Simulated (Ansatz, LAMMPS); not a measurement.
# Static equation of state of glassy 63GeO2-37Al2O3 (mol %) (112 atoms)

Density of this cell: 3.31 g/cm³. The cell holds 112 atoms: 19 Ge, 22 Al and 71 O. Its edges and angles: a = 11.508 Å, b = 11.513 Å, c = 11.794 Å, α = 91.5°, β = 89.4°, γ = 89.7°. The starting structure: 112 atoms (19 Ge, 22 Al, 71 O) placed at random at 3.4 g/cm³, melted at 4000 K for 10 ps at fixed volume with the Morse and Coulomb pair potential with partial charges (Pedone, Malavasi, Menziani, Cormack and Segre, J. Phys. Chem. B 110, 11780 (2006)). Quenched from 4000 K to 300 K at 20 K/ps and fixed volume, held 10 ps at zero pressure.

Calculated with Ansatz 0.2.0: Kohn-Sham DFT, revPBE, PAW (set soft_2), plane waves; cutoff 420 eV, Γ point, gaussian smearing of 0.05 eV. Cell and atoms were relaxed first, to V0 = 13.947 Å³ an atom at a residual P0 = 0.021 GPa. The cell was then scaled evenly, and the atoms were relaxed at each volume.

```
volume (Å³/atom)  pressure (GPa)
          12.553           5.708
          13.111               ?
          13.529           1.917
          14.366          -1.713
          14.784          -3.403
```

Task: Fit the third-order Birch–Murnaghan equation to the rows given and interpolate to the withheld row.

Worked fit:

Take the Eulerian strain f = ½[(V0/V)^(2/3) − 1] and the normalised pressure F = (P − P0) / [3f(1 + 2f)^(5/2)]. The third-order Birch–Murnaghan equation is then the line F = B0 + (3/2)B0(B′ − 4) f, so u = f and v = F.

| u = f | v = F (GPa) |
| --- | --- |
| 0.0363831 | 43.7060 |
| 0.0102567 | 58.5490 |
| -0.00975647 | 62.2367 |
| -0.0190505 | 66.0240 |

With n = 4: mean u = 0.00445821, mean v = 57.6289, Σ(u − ū)² = 0.0018075, Σ(u − ū)(v − v̄) = -0.70201. Slope b = -0.70201 / 0.0018075 = -388.38; intercept a = v̄ − b ū = 59.360.

So B0 = a = 59.4 GPa and B′ = 4 + 2b/(3a) = -0.362. At the withheld volume f = 0.02106, F = a + b f = 51.18 GPa, and P = P0 + 3f(1 + 2f)^(5/2) F.

Prediction at 13.111: 3.606 GPa. The run gave 3.585 GPa, so the fit is high by 0.021 GPa (0.58 % of the value).

The series isn't one smooth equation of state: even a line fitted to all rows, the withheld one included, misses F by up to 5.5 %, the count of bonds changes along the series and an atom moves over 0.5 Å in some relaxation. B0 and B′ are then only the numbers of this fit, not moduli of the material. Among the rows given, the largest miss of the fit is at 12.553, by 0.20 GPa (2.2 % of the range of the table).

Limits: Static cells at zero temperature; the cell shape is held. The program notes that the SCF threshold of these relaxations is loose for the stress. The quench rate of 20 K/ps is many orders above laboratory rates, so the cell is likely richer in defects and strain than a real sample. The network of bonds at the start is that of the classical potential that made the cell, and needn't be the one that DFT or experiment would give. Only the Γ point is sampled, in a cell whose shortest periodic width is 12 Å.

[Logs are printed without paths, hosts, clocks, repeated set-up lines and the standing remarks that a program may print on its own settings, such as how far it seeks lower states.]

[Hosts, paths, dates, database ids (printed as entryN), source tags and the programs' standing remarks are cut or masked in the printed files.]
